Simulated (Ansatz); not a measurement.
# Preparing NaLaF4 (P1) as a host crystal, part 4 of 4

Aim: the runs on the perfect crystal NaLaF4 (P1) that a defect calculation needs first.

Ansatz 0.2.0; plane-wave PAW DFT, PBEsol; relaxation of the host's cell and atoms (the session's first sound run).

So far. Step 3 (Dielectric tensors of the host): The principal values of the electronic dielectric tensor are 2.47, 2.47 and 2.57. The principal values of the static dielectric tensor are 8.80, 9.09 and 15.68.

**7. Defect free supercell relaxed from displaced atoms**

This step: plane-wave PAW DFT, PBEsol; relaxation of the defect-free supercell from random displacements, a test of the host's stability (Ansatz 0.2.0).

pristine.rattled/input.yaml

```yaml
crystal:
  lattice:
    - [-0.0252662097, 8.6181178832, 6.2236296645]
    - [6.1683330854, -4.421224773, 6.1530771679]
    - [6.1443786301, 4.4282738958, -6.1550255408]
  atoms:
    - { symbol: Na, position: [0.3243740929, 0.4151578422, 0.5756915972] }
    - { symbol: Na, position: [0.3243740929, 0.9151578422, 0.0756915972] }
    - { symbol: Na, position: [0.8243740929, 0.4151578422, 0.0756915972] }
    - { symbol: Na, position: [0.8243740929, 0.9151578422, 0.5756915972] }
    - { symbol: Na, position: [0.3434463916, 0.1706840344, 0.8358363958] }
    - { symbol: Na, position: [0.3434463916, 0.6706840344, 0.3358363958] }
    - { symbol: Na, position: [0.8434463916, 0.1706840344, 0.3358363958] }
    - { symbol: Na, position: [0.8434463916, 0.6706840344, 0.8358363958] }
    - { symbol: Na, position: [0.1683797291, 0.113725856, 0.3842012583] }
    - { symbol: Na, position: [0.1683797291, 0.613725856, 0.8842012583] }
    - { symbol: Na, position: [0.6683797291, 0.113725856, 0.8842012583] }
    - { symbol: Na, position: [0.6683797291, 0.613725856, 0.3842012583] }
    - { symbol: La, position: [0.4979530588, 0.4966321397, 0.0050425948] }
    - { symbol: La, position: [0.4979530588, 0.9966321397, 0.5050425948] }
    - { symbol: La, position: [0.9979530588, 0.4966321397, 0.5050425948] }
    - { symbol: La, position: [0.9979530588, 0.9966321397, 0.0050425948] }
    - { symbol: La, position: [0.0020056172, 0.2471792171, 0.7516854185] }
    - { symbol: La, position: [0.0020056172, 0.7471792171, 0.2516854185] }
    - { symbol: La, position: [0.5020056172, 0.2471792171, 0.2516854185] }
    - { symbol: La, position: [0.5020056172, 0.7471792171, 0.7516854185] }
    - { symbol: La, position: [0.1648338804, 0.3675600895, 0.1334480552] }
    - { symbol: La, position: [0.1648338804, 0.8675600895, 0.6334480552] }
    - { symbol: La, position: [0.6648338804, 0.3675600895, 0.6334480552] }
    - { symbol: La, position: [0.6648338804, 0.8675600895, 0.1334480552] }
    - { symbol: F, position: [0.1850295026, 0.120676469, 0.6541434679] }
    - { symbol: F, position: [0.1850295026, 0.620676469, 0.1541434679] }
    - { symbol: F, position: [0.6850295026, 0.120676469, 0.1541434679] }
    - { symbol: F, position: [0.6850295026, 0.620676469, 0.6541434679] }
    - { symbol: F, position: [0.1822162178, 0.3913851102, 0.3858695349] }
    - { symbol: F, position: [0.1822162178, 0.8913851102, 0.8858695349] }
    - { symbol: F, position: [0.6822162178, 0.3913851102, 0.8858695349] }
    - { symbol: F, position: [0.6822162178, 0.8913851102, 0.3858695349] }
    - { symbol: F, position: [0.0186647884, 0.1957888249, 0.1928861921] }
    - { symbol: F, position: [0.0186647884, 0.6957888249, 0.6928861921] }
    - { symbol: F, position: [0.5186647884, 0.1957888249, 0.6928861921] }
    - { symbol: F, position: [0.5186647884, 0.6957888249, 0.1928861921] }
    - { symbol: F, position: [0.0211846477, 0.4289078469, 0.9589811825] }
    - { symbol: F, position: [0.0211846477, 0.9289078469, 0.4589811825] }
    - { symbol: F, position: [0.5211846477, 0.4289078469, 0.4589811825] }
    - { symbol: F, position: [0.5211846477, 0.9289078469, 0.9589811825] }
    - { symbol: F, position: [0.2975116796, 0.1719284175, 0.1620788975] }
    - { symbol: F, position: [0.2975116796, 0.6719284175, 0.6620788975] }
    - { symbol: F, position: [0.7975116796, 0.1719284175, 0.6620788975] }
    - { symbol: F, position: [0.7975116796, 0.6719284175, 0.1620788975] }
    - { symbol: F, position: [0.2941569305, 0.4026481201, 0.9366219549] }
    - { symbol: F, position: [0.2941569305, 0.9026481201, 0.4366219549] }
    - { symbol: F, position: [0.7941569305, 0.4026481201, 0.4366219549] }
    - { symbol: F, position: [0.7941569305, 0.9026481201, 0.9366219549] }
    - { symbol: F, position: [0.3769741138, 0.1903863814, 0.4453477513] }
    - { symbol: F, position: [0.3769741138, 0.6903863814, 0.9453477513] }
    - { symbol: F, position: [0.8769741138, 0.1903863814, 0.9453477513] }
    - { symbol: F, position: [0.8769741138, 0.6903863814, 0.4453477513] }
    - { symbol: F, position: [0.377360832, 0.4486885101, 0.2091540674] }
    - { symbol: F, position: [0.377360832, 0.9486885101, 0.7091540674] }
    - { symbol: F, position: [0.877360832, 0.4486885101, 0.7091540674] }
    - { symbol: F, position: [0.877360832, 0.9486885101, 0.2091540674] }
    - { symbol: F, position: [0.4943801768, 0.2455082264, 1.0016486721] }
    - { symbol: F, position: [0.4943801768, 0.7455082264, 0.5016486721] }
    - { symbol: F, position: [0.9943801768, 0.2455082264, 0.5016486721] }
    - { symbol: F, position: [0.9943801768, 0.7455082264, 1.0016486721] }
    - { symbol: F, position: [0.4815997731, 0.4892286654, 0.7478107326] }
    - { symbol: F, position: [0.4815997731, 0.9892286654, 0.2478107326] }
    - { symbol: F, position: [0.9815997731, 0.4892286654, 0.2478107326] }
    - { symbol: F, position: [0.9815997731, 0.9892286654, 0.7478107326] }
    - { symbol: F, position: [0.1330065768, 0.4294845621, 0.6853960056] }
    - { symbol: F, position: [0.1330065768, 0.9294845621, 0.1853960056] }
    - { symbol: F, position: [0.6330065768, 0.4294845621, 0.1853960056] }
    - { symbol: F, position: [0.6330065768, 0.9294845621, 0.6853960056] }
    - { symbol: F, position: [0.1369199909, 0.1744276871, 0.9341552213] }
    - { symbol: F, position: [0.1369199909, 0.6744276871, 0.4341552213] }
    - { symbol: F, position: [0.6369199909, 0.1744276871, 0.4341552213] }
    - { symbol: F, position: [0.6369199909, 0.6744276871, 0.9341552213] }
basis:
  ecutwfc: 420
  xc_grid: 2
hamiltonian:
  xc: pbesol
kpoints:
  mp_grid: { grid: [1, 1, 1], shift: [0.25, 0.25, 0.25] }
scf:
  occupations: { method: fermi_dirac, width: 0.01 }
  max_iter: 80
output:
  forces: true
relax:
  f_tol: 0.01
  max_steps: 120
  random_displacement: { amplitude: 0.08, seed: 7248 }
checkpoint:
  write: "../pristine.rattled.run"
  compress: false
  write_wavefunctions: false
  write_every: 100000
```

The run is started by

```sh
ansatz run input.yaml --threads 4 --pin off --max-ram 7536MiB --backend cpu --events-out ev --progress --plain --runs-dir out
```

Numbers of over 12 decimals in the logs are rounded to 6 here.

Output:

```text
[...]
Crystal: 72 atoms, lattice volume = 992.090 Å³
Basis set: ecut = 420 eV, 19377 PW (Γ), exchange–correlation on 144×144×144 points (8 copies of the dense FFT grid, shifted against one another)
Bands: 360, of which v1, the nominal top of the filled ones, is band 288 counted from 1 (287 counted from 0)
Symmetry: 1 space group operations
k-points: 1
[...]
SCF iter   1: F=—  HF=-130197.683894 eV  |F-HF|=—  |Δ(HF+E_count)|=         —  Δρ=1.41e-2  dr2=1.25e0  ethr=1.77e-3  ⟨swp⟩=4.0  Hψ=1102  notcnv=0
[...]
SCF iter   7: F=-130197.346447 eV  HF=-130197.346447 eV  |F-HF|=4.00e-7  |Δ(HF+E_count)|=   4.63e-6  Δρ=1.33e-5  dr2=2.14e-6  ethr=4.34e-10  ⟨swp⟩=4.0  Hψ=1216  notcnv=0
SCF 1 converged in 7 iterations: F = -130197.346447 eV  dr2 = 2.14e-6
[...]
relax step   1: F+E_penalty+E_count = -130197.34644727 eV  Δ(F+E_penalty+E_count) = +0.000e0 eV  max|allowed force component| = 1.650e0 eV/Å  Δτ_max = 0.0000 Å  (7 SCF iters, dr2 threshold 2.50e-6 eV, accepted)
[...]
relax step   2: F+E_penalty+E_count = -130197.42825252 eV  Δ(F+E_penalty+E_count) = -8.181e-2 eV  max|allowed force component| = 2.526e0 eV/Å  Δτ_max = 0.1922 Å  (7 SCF iters, dr2 threshold 1.00e-4 eV, accepted)
relax step   3: F+E_penalty+E_count = -130198.67735469 eV  Δ(F+E_penalty+E_count) = -1.249e0 eV  max|allowed force component| = 1.329e-1 eV/Å  Δτ_max = 0.1208 Å  (6 SCF iters, dr2 threshold 1.00e-4 eV, accepted)
relax step   4: F+E_penalty+E_count = -130198.68839286 eV  Δ(F+E_penalty+E_count) = -1.104e-2 eV  max|allowed force component| = 1.472e-2 eV/Å  Δτ_max = 0.0406 Å  (7 SCF iters, dr2 threshold 1.10e-6 eV, accepted)
SCF iter   1: F=—  HF=-130198.688103 eV  |F-HF|=—  |Δ(HF+E_count)|=         —  Δρ=4.96e-4  dr2=1.42e-3  ethr=2.77e-6  ⟨swp⟩=2.0  Hψ=622  notcnv=0  defer=9
[...]
SCF iter   6: F=-130198.688688 eV  HF=-130198.688688 eV  |F-HF|=2.11e-9  |Δ(HF+E_count)|=   1.62e-7  Δρ=2.79e-6  dr2=8.30e-8  ethr=1.74e-11  ⟨swp⟩=3.0  Hψ=1346  notcnv=0
SCF 5 converged in 6 iterations: F = -130198.688688 eV  dr2 = 8.30e-8
relax step   5: F+E_penalty+E_count = -130198.68868838 eV  Δ(F+E_penalty+E_count) = -2.955e-4 eV  max|allowed force component| = 1.562e-3 eV/Å  Δτ_max = 0.0062 Å  (6 SCF iters, accepted)
SCF converged after 6 iterations
Free energy (F): -130198.688688 eV
[...]
Internal energy: -130198.688688 eV  (E = F + TS)
E sigma→0 (E₀):  -130198.688688 eV
Fermi energy:    7.088019 eV
[...]
--- Forces (eV/Å), atoms counted from 1 ---
  atom   1  Na     0.00050379    -0.00052860    -0.00001477
  atom   2  Na     0.00031130    -0.00029769     0.00012258
  atom   3  Na     0.00031989    -0.00008177    -0.00030979
  atom   4  Na    -0.00006069    -0.00006574     0.00016444
  atom   5  Na    -0.00006474    -0.00022895     0.00013450
  atom   6  Na     0.00039868     0.00043563     0.00000709
  atom   7  Na    -0.00002532    -0.00011415    -0.00020757
  atom   8  Na    -0.00002176     0.00037445    -0.00074743
  atom   9  Na     0.00045609    -0.00034822     0.00030371
  atom  10  Na    -0.00002036    -0.00062699     0.00080832
  atom  11  Na    -0.00038952    -0.00073397     0.00020577
  atom  12  Na     0.00018412    -0.00061727    -0.00002780
  atom  13  La     0.00046365    -0.00008853     0.00039519
  atom  14  La    -0.00039731     0.00017908    -0.00026456
  atom  15  La    -0.00031525     0.00061127    -0.00045254
  atom  16  La     0.00048864     0.00097555     0.00077470
  atom  17  La    -0.00156197     0.00041394     0.00063217
  atom  18  La    -0.00057452     0.00050974     0.00013793
  atom  19  La    -0.00005015    -0.00011790    -0.00112386
  atom  20  La    -0.00128483    -0.00011044    -0.00053766
  atom  21  La    -0.00076566     0.00006854    -0.00005841
  atom  22  La    -0.00108782     0.00016836     0.00041311
  atom  23  La    -0.00127117    -0.00095162     0.00002843
  atom  24  La    -0.00118592    -0.00104995    -0.00043964
  atom  25  F      0.00018294    -0.00001874    -0.00053112
  atom  26  F     -0.00004583    -0.00011628    -0.00017041
  atom  27  F      0.00005725     0.00054572    -0.00010112
  atom  28  F     -0.00010212     0.00071196    -0.00022665
  atom  29  F      0.00021890    -0.00039034    -0.00029844
  atom  30  F      0.00098762    -0.00037200    -0.00035767
  atom  31  F      0.00066571     0.00024442    -0.00032457
  atom  32  F      0.00074122     0.00004479    -0.00006124
  atom  33  F     -0.00003893    -0.00036561    -0.00030516
  atom  34  F      0.00013944     0.00002742    -0.00022600
  atom  35  F      0.00042828     0.00072000     0.00002937
  atom  36  F     -0.00028587     0.00072459     0.00033097
  atom  37  F      0.00051178    -0.00039530    -0.00016594
  atom  38  F      0.00004494     0.00013242    -0.00010415
  atom  39  F      0.00033395     0.00045109     0.00046652
  atom  40  F      0.00082477     0.00049793     0.00010344
[...]
atom  61  F      0.00019782    -0.00013103     0.00009038
  atom  62  F      0.00022091     0.00001435     0.00036676
  atom  63  F      0.00028775    -0.00059018     0.00037075
  atom  64  F      0.00054530    -0.00059169     0.00021831
  atom  65  F     -0.00012547    -0.00082320     0.00021867
  atom  66  F     -0.00007115    -0.00103752    -0.00007122
  atom  67  F     -0.00005064    -0.00036063     0.00037960
  atom  68  F      0.00015733     0.00002542     0.00042979
  atom  69  F     -0.00047316    -0.00023082    -0.00026021
  atom  70  F     -0.00053860     0.00004502    -0.00022210
  atom  71  F     -0.00026255    -0.00017054     0.00000384
  atom  72  F     -0.00033420     0.00010656    -0.00029267
  max |Σ_I F_I| component: 3.72e-4 eV/Å
--- Relaxed structure (5 steps of the walk, 5 accepted, 0 SCFs on fresh bases) ---
  F+E_penalty+E_count = -130198.68868838 eV   max|allowed force component| = 1.562e-3 eV/Å
  atoms:
    - { symbol: Na, position: [0.323717, 0.414119, 0.575823] }
    - { symbol: Na, position: [0.323706, 0.914138, 0.075814] }
    - { symbol: Na, position: [0.823692, 0.414256, 0.075790] }
    - { symbol: Na, position: [0.823671, 0.914241, 0.575817] }
    - { symbol: Na, position: [0.342760, 0.169725, 0.836006] }
    - { symbol: Na, position: [0.342726, 0.669736, 0.335973] }
    - { symbol: Na, position: [0.842768, 0.169776, 0.335952] }
    - { symbol: Na, position: [0.842725, 0.669839, 0.835859] }
    - { symbol: Na, position: [0.167674, 0.112717, 0.384321] }
    - { symbol: Na, position: [0.167660, 0.612730, 0.884402] }
    - { symbol: Na, position: [0.667744, 0.112786, 0.884394] }
    - { symbol: Na, position: [0.667730, 0.612797, 0.384349] }
    - { symbol: La, position: [0.497268, 0.495723, 0.005134] }
    - { symbol: La, position: [0.497257, 0.995727, 0.505130] }
    - { symbol: La, position: [0.997302, 0.495718, 0.505165] }
    - { symbol: La, position: [0.997282, 0.995695, 0.005151] }
    - { symbol: La, position: [0.001304, 0.246271, 0.751825] }
    - { symbol: La, position: [0.001280, 0.746249, 0.251810] }
    - { symbol: La, position: [0.501317, 0.246260, 0.251774] }
    - { symbol: La, position: [0.501283, 0.746270, 0.751778] }
    - { symbol: La, position: [0.164155, 0.366627, 0.133579] }
    - { symbol: La, position: [0.164135, 0.866653, 0.633564] }
    - { symbol: La, position: [0.664151, 0.366656, 0.633569] }
    - { symbol: La, position: [0.664142, 0.866648, 0.133564] }
    - { symbol: F, position: [0.184326, 0.119757, 0.654247] }
    - { symbol: F, position: [0.184311, 0.619737, 0.154243] }
    - { symbol: F, position: [0.684336, 0.119755, 0.154217] }
    - { symbol: F, position: [0.684315, 0.619777, 0.654212] }
    - { symbol: F, position: [0.181579, 0.390483, 0.385988] }
    - { symbol: F, position: [0.181545, 0.890423, 0.885962] }
    - { symbol: F, position: [0.681551, 0.390470, 0.885962] }
    - { symbol: F, position: [0.681539, 0.890448, 0.385961] }
    - { symbol: F, position: [0.018008, 0.194827, 0.193033] }
    - { symbol: F, position: [0.017947, 0.694882, 0.693000] }
    - { symbol: F, position: [0.517864, 0.194928, 0.692929] }
    - { symbol: F, position: [0.517858, 0.694924, 0.192946] }
    - { symbol: F, position: [0.020495, 0.427990, 0.959106] }
    - { symbol: F, position: [0.020449, 0.928009, 0.459084] }
    - { symbol: F, position: [0.520442, 0.427954, 0.459094] }
    - { symbol: F, position: [0.520432, 0.927970, 0.959082] }
    - { symbol: F, position: [0.296825, 0.170989, 0.162112] }
    - { symbol: F, position: [0.296795, 0.671012, 0.662100] }
    - { symbol: F, position: [0.796776, 0.171029, 0.662231] }
    - { symbol: F, position: [0.796740, 0.671008, 0.162251] }
    - { symbol: F, position: [0.293473, 0.401721, 0.936761] }
    - { symbol: F, position: [0.293448, 0.901737, 0.436736] }
    - { symbol: F, position: [0.793484, 0.401756, 0.436779] }
    - { symbol: F, position: [0.793455, 0.901789, 0.936748] }
    - { symbol: F, position: [0.376242, 0.189406, 0.445376] }
    - { symbol: F, position: [0.376236, 0.689413, 0.945392] }
    - { symbol: F, position: [0.876306, 0.189472, 0.945502] }
    - { symbol: F, position: [0.876294, 0.689461, 0.445491] }
    - { symbol: F, position: [0.376684, 0.447761, 0.209234] }
    - { symbol: F, position: [0.376668, 0.947773, 0.709231] }
    - { symbol: F, position: [0.876688, 0.447787, 0.709262] }
    - { symbol: F, position: [0.876675, 0.947761, 0.209247] }
    - { symbol: F, position: [0.493740, 0.244605, 1.001736] }
    - { symbol: F, position: [0.493708, 0.744605, 0.501738] }
    - { symbol: F, position: [0.993700, 0.244596, 0.501780] }
    - { symbol: F, position: [0.993631, 0.744575, 1.001759] }
    - { symbol: F, position: [0.480921, 0.488324, 0.747920] }
    - { symbol: F, position: [0.480920, 0.988315, 0.247910] }
    - { symbol: F, position: [0.980905, 0.488280, 0.247941] }
    - { symbol: F, position: [0.980900, 0.988303, 0.747937] }
    - { symbol: F, position: [0.132340, 0.428548, 0.685543] }
    - { symbol: F, position: [0.132338, 0.928495, 0.185498] }
    - { symbol: F, position: [0.632322, 0.428584, 0.185521] }
    - { symbol: F, position: [0.632297, 0.928593, 0.685518] }
    - { symbol: F, position: [0.136237, 0.173506, 0.934264] }
    - { symbol: F, position: [0.136216, 0.673539, 0.434250] }
    - { symbol: F, position: [0.636250, 0.173519, 0.434252] }
    - { symbol: F, position: [0.636239, 0.673539, 0.934245] }
```

Run time: 42 s. Hardware: 4 threads of Intel Xeon 6975P-C (Granite Rapids), shared host; peak memory 2.1 GiB; 2.6 min of CPU time.

Step by step:

| step | energy less that of the first step (eV) | largest force component (eV/Å) |
| --- | --- | --- |
| 1 | 0.0000 | 1.6499 |
| 2 | -0.0818 | 2.5263 |
| 3 | -1.3309 | 0.1329 |
| 4 | -1.3419 | 0.0147 |
| 5 | -1.3422 | 0.0016 |

The relaxation ends 19 meV an atom lower than the displaced start, with a largest force component of 0.0016 eV/Å.

**8. Summary of results**

```yaml
primitive_cell_vectors_lengths: 6.156, 7.205, 7.220 Å
electronic_dielectric_constant: principal values (2.47, 2.47, 2.57)
static_dielectric_constant: principal values (8.80, 9.09, 15.68)
gap_on_the_k_mesh_of_the_response_run_pbesol: 6.55 eV
supercell_relaxed_in_its_symmetry_less_the_displaced_and_relaxed_one: 0.000 eV
energy_an_atom_at_one_point_at_less_that_on_the_dense_mesh: 0.000 eV
```

**Reading.** Step 7: The energy fell by 1.342 eV from the randomly displaced start; the atoms end within 0.005 Å of the sites as typed, once the mean shift is taken out. The displaced cell ends within 0.01 eV of the symmetric one relaxed in its symmetry, so no lower structure shows in this supercell. The k-mesh can miss the band edges, so this gap is an upper bound at this level. All at zero temperature.

[Logs are printed without paths, hosts, clocks, repeated set-up lines and the standing remarks that a program may print on its own settings, such as how far it seeks lower states.]

[Hosts, paths, dates, database ids (printed as entryN), source tags and the programs' standing remarks are cut or masked in the printed files.]

[Runs of the host that timed out are not shown.]

[For some hosts the program warned that the k-mesh of the response run may be too coarse for force constants and the static dielectric constant; such warnings are not always shown.]
